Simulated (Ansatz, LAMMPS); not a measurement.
# Glassy 63SiO2-22Al2O3-15ZnO (mol %) (89 atoms): a short ab initio trajectory

Aim: follow glassy 63SiO2-22Al2O3-15ZnO (mol %) (89 atoms) for a short time with forces from DFT, then look at structure and electrons in the last frame.

Main program and level: Ansatz 0.2.0; Kohn-Sham DFT, PBE, PAW (set soft_2), plane waves.

## (1) The structure

The cell holds 89 atoms: 17 Si, 12 Al, 4 Zn and 56 O. Its edges and angles: a = 10.358 Å, b = 10.358 Å, c = 10.358 Å, α = 90.0°, β = 90.0°, γ = 90.0°. 89 atoms (17 Si, 12 Al, 4 Zn, 56 O) placed at random at 2.7 g/cm³, melted at 4000 K for 10 ps at fixed volume with the Morse and Coulomb pair potential with partial charges (Pedone, Malavasi, Menziani, Cormack and Segre, J. Phys. Chem. B 110, 11780 (2006)). Quenched from 4000 K to 300 K at 20 K/ps and fixed volume, held 10 ps at zero pressure, then minimised at fixed cell.

Before any run, some limits are plain. The quench rate of 20 K/ps is orders of magnitude faster than experiment, which tends to freeze in extra defects. The starting topology of bonds comes from the classical model. The Brillouin zone is sampled at Γ only, in a cell whose shortest periodic width is 10 Å.

## (2) Single point at the start

A single point comes first, to see the forces before anything moves.

Input file input.yaml:

```yaml
crystal:
  lattice:
    - [10.35762, 0.0, 0.0]
    - [0.0, 10.35762, 0.0]
    - [0.0, 0.0, 10.35762]
  atoms:
    - { symbol: Si, position: [0.09202, 0.79256, 0.88016] }
    - { symbol: Si, position: [0.93826, 0.43476, 0.87249] }
    - { symbol: Si, position: [0.38687, 0.87363, 0.40359] }
    - { symbol: Si, position: [0.87759, 0.63336, 0.38538] }
    [... 79 atom lines left out ...]
    - { symbol: O, position: [0.62633, 0.11245, 0.48394] }
    - { symbol: O, position: [0.79177, 0.93443, 0.56573] }
    - { symbol: O, position: [0.95589, 0.5329, 0.2959] }
    - { symbol: O, position: [0.83034, 0.20146, 0.61756] }
    - { symbol: O, position: [0.77664, 0.4422, 0.89277] }
    - { symbol: O, position: [0.16289, 0.86094, 0.75996] }
kpoints:
  mp_grid: { grid: [1, 1, 1] }
hamiltonian:
  xc: pbe
scf:
  occupations: { method: fixed }
output:
  forces: true
  stress: true
```

The run is started by

```sh
ansatz run input.yaml --threads 4 --pin off --max-ram 8192MiB --backend cpu --events-out ev --progress --plain --runs-dir out
```

The job ended after 7.7 s (4 threads of Arm Neoverse V2, shared host; peak memory 1.3 GiB; 29 s of CPU time).

Numbers from this run:

| Property | Result |
| --- | --- |
| free energy | -62399.2259 eV |
| free energy per atom | -701.1149 eV/atom |
| SCF cycles | 10 |
| pressure | 7.719 GPa |
| r.m.s. force component | 0.7704 eV/Å |
| longest force | 3.245 eV/Å |
| Fermi energy | 4.226 eV |

The r.m.s. force component of 0.77 eV/Å and the pressure of 7.7 GPa set the starting point.

Length of the force by element:

```csv
element,coordination,atoms,mean length of the force (eV/Å),spread,least,most
Al,all,12,1.00,0.269,0.473,1.32
O,all,56,1.09,0.517,0.143,3.06
Si,all,17,1.77,0.657,0.783,3.24
Zn,all,4,0.708,0.410,0.337,1.40
```

## (3) Dynamics at 300 K

A Langevin thermostat couples each atom to a heat bath, at the price of damped dynamics. The time step is 1.0 fs.

input.yaml, as its differences from that of step 2:

```diff
@@ -16 +16,8 @@
   stress: true
+md:
+  timestep: 1.0
+  n_steps: 364
+  ensemble: nvt_langevin
+  temperature: 300
+  initial_velocities: maxwell_boltzmann
+  seed: 9935
```

The job ended after 34 min (4 threads; peak memory 1.4 GiB).

The program notes that the SCF threshold is loose for the stress and it switched symmetry off.

Rows from the run:

```csv
time (fs),T (K),potential (meV/atom)
0.0,297,0.0
24.0,281,-0.8
49.0,293,2.0
73.0,266,-1.6
97.0,307,-3.0
121.0,308,-3.6
146.0,318,-6.0
170.0,280,2.4
194.0,297,-5.3
218.0,285,-1.6
243.0,298,-5.1
267.0,267,0.8
291.0,328,1.1
315.0,331,1.8
340.0,305,1.6
364.0,296,2.8
```

Mean square displacement from the first frame to the last: Si 0.022 Å², Al 0.034 Å², Zn 0.20 Å², O 0.054 Å².

Table of mean square displacement by time lag:

```csv
time lag (fs),Al (Å²),O (Å²),Si (Å²),Zn (Å²)
1.0,2.8e-5,4.5e-5,2.7e-5,1.1e-5
8.0,0.00168,0.00265,0.00155,7.1e-4
16.0,0.00576,0.00861,0.00485,0.00272
23.0,0.00989,0.0142,0.00756,0.00537
31.0,0.0141,0.0203,0.00992,0.00918
38.0,0.0171,0.0255,0.0117,0.0130
46.0,0.0198,0.0309,0.0136,0.0178
53.0,0.0218,0.0346,0.0151,0.0223
61.0,0.0236,0.0378,0.0164,0.0276
68.0,0.0246,0.0398,0.0174,0.0325
76.0,0.0252,0.0414,0.0181,0.0382
83.0,0.0252,0.0423,0.0184,0.0432
91.0,0.0252,0.0432,0.0188,0.0489
99.0,0.0255,0.0444,0.0196,0.0544
106.0,0.0260,0.0456,0.0203,0.0592
114.0,0.0264,0.0467,0.0208,0.0646
121.0,0.0266,0.0478,0.0213,0.0692
129.0,0.0267,0.0490,0.0218,0.0742
136.0,0.0267,0.0501,0.0225,0.0782
144.0,0.0265,0.0512,0.0232,0.0822
151.0,0.0265,0.0517,0.0237,0.0850
159.0,0.0266,0.0518,0.0238,0.0873
166.0,0.0266,0.0514,0.0236,0.0887
174.0,0.0262,0.0506,0.0233,0.0898
182.0,0.0255,0.0496,0.0229,0.0906
```

Over the second half of 364 fs the temperature averages 303 K with swings of 21 K r.m.s. From first frame to last Zn has the largest mean square displacement, 0.20 Å² at the end; the farthest move is 0.82 Å. The count of bonds goes from 131 in the first frame to 132 in the last, by one set of cutoffs: 2 pairs passed out of them and 3 came within. The run spans 0.36 ps, too short for its means to be equilibrium values.

## (4) Local order late in the run

The g(r) is a mean over the second half; what follows it is taken at the last frame.

Bonds before and after, by the cutoffs listed below:

```csv
pair,bonds before,bonds after,mean before (Å),mean after (Å),spread before (Å),spread after (Å)
O-Si,68,68,1.616,1.635,0.041,0.040
O-Al,48,49,1.761,1.796,0.068,0.086
O-Zn,15,15,2.005,2.021,0.118,0.134
```

Density 2.93 g/cm³, 12.48 Å³ an atom.

Mean of 14 frames. g(r), total and by pair (bins of 0.2 Å):

```csv
r (Å),total,O-O,O-Si,O-Al,O-Zn,Si-Si,Si-Al
1.50,0.57,0.00,2.38,0.04,0.00,0.00,0.00
1.70,3.31,0.00,9.46,6.10,0.09,0.00,0.00
1.90,0.93,0.00,0.00,3.79,5.14,0.00,0.00
2.10,0.12,0.00,0.00,0.07,1.84,0.00,0.00
2.30,0.03,0.03,0.00,0.04,0.22,0.00,0.00
2.50,0.63,1.54,0.00,0.05,0.25,0.00,0.00
2.70,1.41,3.25,0.03,0.20,0.30,0.14,0.22
2.90,1.25,2.07,0.23,0.50,0.61,2.19,1.52
3.10,1.18,1.29,0.46,0.51,0.78,3.58,2.09
3.30,1.01,0.77,0.91,0.89,1.09,1.26,1.96
3.50,0.89,0.59,1.31,1.42,0.77,0.00,0.36
3.70,0.90,0.61,1.25,1.31,1.03,0.36,0.97
3.90,0.97,0.56,1.65,1.00,1.30,0.70,1.27
4.10,1.15,0.62,1.79,1.42,1.67,0.84,1.35
4.30,1.14,0.67,1.51,1.76,1.61,0.96,0.95
4.50,1.00,0.93,0.89,1.38,1.33,1.25,0.71
4.70,1.06,1.38,0.65,0.93,0.73,1.54,1.16
4.90,0.99,1.29,0.73,0.64,0.64,0.86,1.45
5.10,0.96,1.38,0.57,0.73,0.56,0.76,1.11
```

Bonds by pair of elements; cutoffs follow the first minimum of g(r), held within bounds set by covalent radii, and pairs that aren't listed don't count as bonded:

```csv
pair A-B,cutoff (Å),bonds,mean length (Å),spread (Å),shortest (Å),B about A,A about B
O-Si,2.12,68,1.64,0.04,1.56,1.21,4
O-Al,2.23,49,1.80,0.086,1.58,0.875,4.08
O-Zn,2.38,15,2.02,0.134,1.87,0.268,3.75
```

How many atoms have how many bonded neighbours:

```csv
element,mean,2,3,4,5
Al,4.08,0,0,11,1
O,2.36,36,20,0,0
Si,4,0,0,17,0
Zn,3.75,0,2,1,1
```

Bond angles, per cent of each kind in bins of 5°:

```csv
angle (°),O-Si-O,O-Al-O,Al-O-Si,O-Zn-O,Si-O-Si
65–70,0.0,0.0,0.0,4.5,0.0
70–75,0.0,0.0,0.0,4.5,0.0
75–80,0.0,2.6,0.0,4.5,0.0
80–85,0.0,2.6,0.0,0.0,0.0
85–90,0.0,5.3,0.0,0.0,0.0
90–95,1.0,7.9,0.0,13.6,0.0
95–100,3.9,5.3,0.0,9.1,0.0
100–105,25.5,14.5,0.0,4.5,0.0
105–110,28.4,17.1,3.9,18.2,0.0
110–115,20.6,15.8,7.7,9.1,0.0
115–120,13.7,11.8,7.7,4.5,9.1
120–125,5.9,6.6,11.5,9.1,4.5
125–130,1.0,4.0,23.1,0.0,9.1
130–135,0.0,2.6,19.2,0.0,9.1
135–140,0.0,1.3,7.7,0.0,13.6
140–145,0.0,1.3,3.9,4.5,18.2
145–150,0.0,0.0,0.0,4.5,13.6
150–155,0.0,0.0,3.9,4.5,0.0
155–160,0.0,0.0,7.7,0.0,9.1
160–165,0.0,0.0,3.9,0.0,4.5
165–170,0.0,0.0,0.0,0.0,9.1
170–175,0.0,1.3,0.0,4.5,0.0
```

Bond angles (no mean is given where the spread exceeds 20°):

```csv
angle,count,mean (°),spread (°)
O-Si-O,102,109,6.8
O-Al-O,76,109,15.2
Al-O-Si,26,131,13.8
O-Zn-O,22,-,-
Si-O-Si,22,142,14.2
```

Oxygen atoms by the number of network formers (Si, P, Ge, B, Al, As, Ga) bound to them:

```csv
network formers bound to O,O atoms,per cent
0,0,0
1,3,5.4
2,45,80.4
3,8,14.3
```

Network units: each former by its oxygen neighbours and how many of them bridge to another former:

```csv
former,O neighbours,bridging O,atoms
Si,4,3,2
Si,4,4,15
Al,4,4,11
Al,5,4,1
```

Bond length by coordination (bonds to H left out):

```csv
element,coordination,atoms,mean bond length (Å)
Al,4,11,1.79
Al,5,1,1.86
O,2,36,1.66
O,3,20,1.83
Zn,3,2,1.98
Zn,4,1,2.03
Zn,5,1,2.06
```

Rings of the network by King's shortest-path rule, up to 12 atoms, one path for each pair of neighbours; H, halogens, alkali and alkaline-earth atoms are left out, and the last column divides by all other atoms, bonded or not:

```csv
ring size (atoms),rings,per network atom
4,6,0.067
6,11,0.124
8,20,0.225
10,28,0.315
12,21,0.236
```

First main peaks of g(r), for some of the pairs, lie near 2.7 Å (O-O), 1.6 Å (O-Si), 1.8 Å (O-Al), 1.9 Å (O-Zn), 3.1 Å (Si-Si) and 3.1 Å (Si-Al). With the cutoffs above, 92 % of Al atoms have 4, 64 % of O atoms have 2, all Si atoms have 4 and 50 % of Zn atoms have 3 bonded neighbours. The O-Si-O angle averages 109° with a spread of 7°. Counting bonds to Si and Al alone, not to Zn, 80 % of the oxygens join two of these atoms and 5 % one; 14 % join three. The commonest Si unit has 4 oxygens, 4 of them shared with other formers (15 of 17 atoms). Rings of 10 atoms are the most common (33 % of those counted); sizes run from 4 to 12, where the search stops.

## (5) Single point at the last frame

The last frame is solved again with fuller output, to read the electronic structure of a thermally displaced geometry.

Input file input.yaml:

```yaml
crystal:
  lattice:
    - [10.35762, 0.0, 0.0]
    - [0.0, 10.35762, 0.0]
    - [0.0, 0.0, 10.35762]
  atoms:
    - { symbol: Si, position: [0.0981, 0.78386, 0.88889] }
    - { symbol: Si, position: [0.92821, 0.43359, 0.87767] }
    - { symbol: Si, position: [0.37691, 0.8748, 0.41108] }
    - { symbol: Si, position: [0.8683, 0.61758, 0.38845] }
    [... 79 atom lines left out ...]
    - { symbol: O, position: [0.60483, 0.1086, 0.47334] }
    - { symbol: O, position: [0.79234, 0.92706, 0.55547] }
    - { symbol: O, position: [0.94098, 0.52815, 0.28662] }
    - { symbol: O, position: [0.82171, 0.19605, 0.60796] }
    - { symbol: O, position: [0.76877, 0.45756, 0.88684] }
    - { symbol: O, position: [0.1702, 0.86274, 0.76726] }
kpoints:
  mp_grid: { grid: [1, 1, 1] }
hamiltonian:
  xc: pbe
scf:
  occupations: { method: fixed }
output:
  forces: true
  stress: true
  populations: true
  dos:
    method: { smearing: { sigma: 0.1 } }
    de: 0.1
    projected: { site_lists: { Al: [Al], O: [O], Si: [Si], Zn: [Zn] } }
  eigenvalues: true
  write_density: true
  write_potential: true
  volumetric_format: npy
  elf: true
```

Run time: 13 s. Hardware: 4 threads; peak memory 1.4 GiB; 50 s of CPU time.

The program notes that the exchange-correlation potential is rough where the density is thin.

Numbers from this run:

| Item | Value |
| --- | --- |
| free energy | -62398.9792 eV |
| free energy per atom | -701.1121 eV/atom |
| SCF cycles | 10 |
| pressure | 3.568 GPa |
| r.m.s. force component | 0.8636 eV/Å |
| longest force | 4.249 eV/Å |
| Fermi energy | 4.011 eV |
| gap (highest filled to lowest empty level) | 3.272 eV |
| spilling of the projection | 0.01125 |

Neighbours are counted within 2.12 Å (O-Si), 2.23 Å (O-Al), 2.38 Å (O-Zn), the cutoffs taken from the dynamics.

Length of the force by element and coordination:

```csv
element,coordination,atoms,mean length of the force (eV/Å),spread,least,most
Al,all,12,1.38,0.974,0.355,4.25
Al,4,11,1.37,1.02,0.355,4.25
Al,5,1,1.56,0,1.56,1.56
O,all,56,1.21,0.595,0.384,3.31
O,2,36,1.27,0.644,0.384,3.31
O,3,20,1.10,0.474,0.401,1.99
Si,all,17,1.78,0.548,0.677,2.57
Zn,all,4,0.909,0.422,0.449,1.60
Zn,3,2,0.613,0.164,0.449,0.777
Zn,4,1,1.60,0,1.60,1.60
Zn,5,1,0.815,0,0.815,0.815
```

Löwdin charges by element and coordination (they lack the spilled electrons, 0.062 e an atom on average):

```csv
element,coordination,atoms,mean charge (e),spread,least,most
Al,all,12,1.35,0.0372,1.24,1.39
Al,4,11,1.36,0.0204,1.32,1.39
Al,5,1,1.24,0,1.24,1.24
O,all,56,-0.827,0.0567,-1.02,-0.730
O,2,36,-0.809,0.0452,-0.902,-0.730
O,3,20,-0.861,0.0594,-1.02,-0.776
Si,all,17,1.74,0.0331,1.68,1.79
Zn,all,4,1.51,0.0196,1.49,1.54
Zn,3,2,1.51,0.0155,1.49,1.52
Zn,4,1,1.50,0,1.50,1.50
Zn,5,1,1.54,0,1.54,1.54
```

Density of states as counts of states in windows of 1 eV (from the Fermi level), total and the larger projections:

```csv
from (eV),to (eV),total,O p,Zn d,Si p
-14,-11,0.0,0.0,0.0,0.0
-11,-10,0.4,0.3,0.0,0.0
-10,-9,5.9,3.9,0.0,0.2
-9,-8,11.7,8.0,0.1,0.8
-8,-7,15.0,10.3,0.7,1.4
-7,-6,31.3,20.2,4.9,3.3
-6,-5,49.4,25.4,17.1,3.1
-5,-4,51.6,33.3,10.5,2.6
-4,-3,53.6,43.8,3.3,1.8
-3,-2,61.0,54.9,1.5,1.2
-2,-1,58.3,54.1,1.0,0.7
-1,0,35.5,33.1,0.7,0.3
0,1,2.2,2.1,0.0,0.0
1,3,0.0,0.0,0.0,0.0
3,4,2.1,0.1,0.0,0.0
4,5,3.9,0.7,0.0,0.2
```

With fixed occupations the program's Fermi level is the highest filled level; weight inside the gap is the broadening of levels at its edges.

Between -21 and -14 eV lie 112 more states.

The levels nearest the highest filled one (over half full), pooled over k-points and spins:

```csv
level less the highest filled one (eV),occupation
-0.370,2
-0.349,2
-0.199,2
-0.174,2
-0.014,2
0,2
3.27,0
4.12,0
4.81,0
5.23,0
5.55,0
5.71,0
```

Mean Löwdin charges: Al +1.35, O -0.83, Si +1.74, Zn +1.51 e (they miss 1.1 % of the electrons, so they add up to more than the cell's charge).

## (6) Results

```json
{"mean temperature, second half": "302.9 K", "temperature swing, second half": "21.27 K", "mean pressure, second half": "3.931 GPa", "free energy per atom": "-701.1121 eV/atom", "pressure": "3.568 GPa", "r.m.s. force component": "0.8636 eV/Å", "gap (highest filled to lowest empty level)": "3.272 eV", "wall time of the 3 DFT runs": "34 min"}
```

Over the second half of 364 fs the temperature averages 303 K with swings of 21 K r.m.s. The count of bonds goes from 131 in the first frame to 132 in the last, by one set of cutoffs: 2 pairs passed out of them and 3 came within. The run spans 0.36 ps, too short for its means to be equilibrium values. With the cutoffs above, 92 % of Al atoms have 4, 64 % of O atoms have 2, all Si atoms have 4 and 50 % of Zn atoms have 3 bonded neighbours. Counting bonds to Si and Al alone, not to Zn, 80 % of the oxygens join two of these atoms and 5 % one; 14 % join three. Between filled and empty levels lie 3.27 eV (at Γ alone); a semilocal functional tends to put such gaps too low. In a disordered cell it changes from sample to sample, and tail or defect levels can set it.

What to keep in mind: The starting topology of bonds comes from the classical model; in DFT 2 of its 131 bonded pairs passed out of the cutoffs and 3 came within them. The stress is far from hydrostatic: its diagonal is 5.6, 3.9, 1.2 GPa, compression counted positive. The pressure of 3.6 GPa is that of one thermal frame at a volume set beforehand, without the kinetic term.

[Logs are printed without paths, hosts, clocks, repeated set-up lines and the standing remarks that a program may print on its own settings, such as how far it seeks lower states.]

[Hosts, paths, dates, database ids (printed as entryN), source tags and the programs' standing remarks are cut or masked in the printed files.]
